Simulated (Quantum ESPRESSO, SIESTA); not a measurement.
# Birch–Murnaghan line for fcc Rh, SIESTA DZP, PBEsol

Calculated with SIESTA 5.4.2: PBEsol; DZP orbitals, shift 0.01 Ry, mesh 400 Ry; k-mesh 14×14×14. The volume is changed in steps from typed lattice constants. V0 = 13.502 Å³ an atom is where a Birch–Murnaghan fit to this level's pressures, the withheld one apart, crosses zero; rows within 2.5 % of V0 are left out, since F is ill-conditioned there. The typed cell is scaled evenly, with no relaxation, and each row is a single point.

```
volume (Å³/atom)  pressure (GPa)
          12.922           15.71
          14.045          -11.19
          14.326               ?
          14.607          -20.58
          14.888          -23.82
          15.169          -27.49
```

Task: Fit the third-order Birch–Murnaghan equation to the rows given and interpolate to the withheld row.

Worked fit:

Take the Eulerian strain f = ½[(V0/V)^(2/3) − 1] and the normalised pressure F = P / [3f(1 + 2f)^(5/2)]. The third-order Birch–Murnaghan equation is then the line F = B0 + (3/2)B0(B′ − 4) f, so u = f and v = F.

| u = f | v = F (GPa) |
| --- | --- |
| 0.0148518 | 327.714 |
| -0.0129716 | 307.081 |
| -0.0255453 | 306.162 |
| -0.0315343 | 296.325 |
| -0.0373377 | 297.969 |

With n = 5: mean u = -0.0185074, mean v = 307.050, Σ(u − ū)² = 0.0017173, Σ(u − ū)(v − v̄) = 1.0065. Slope b = 1.0065 / 0.0017173 = 586.08; intercept a = v̄ − b ū = 317.90.

So B0 = 317.9 GPa and B′ = 4 + 2b/(3a) = 5.23. At the withheld volume f = -0.01936, F = 306.5 GPa, and P = 3f(1 + 2f)^(5/2) F.

Prediction at 14.326: -16.13 GPa. The run gave -16.28 GPa, so the fit is high by 0.15 GPa (0.91 % of the value).

 Among the rows given, the largest miss of the fit is at 14.888, by 0.25 GPa (0.58 % of the range of the table).

Limits: The nuclei are static. The DFT runs use Fermi–Dirac occupations of width 0.1 eV, and energies are free energies. The pressures scatter by 0.28 GPa r.m.s. about a smooth curve, which shows enlarged in F and loosens B′.

[Logs are printed without paths, hosts, clocks, repeated set-up lines and the standing remarks that a program may print on its own settings, such as how far it seeks lower states.]

[Hosts, paths, dates, database ids (printed as entryN), source tags and the programs' standing remarks are cut or masked in the printed files.]
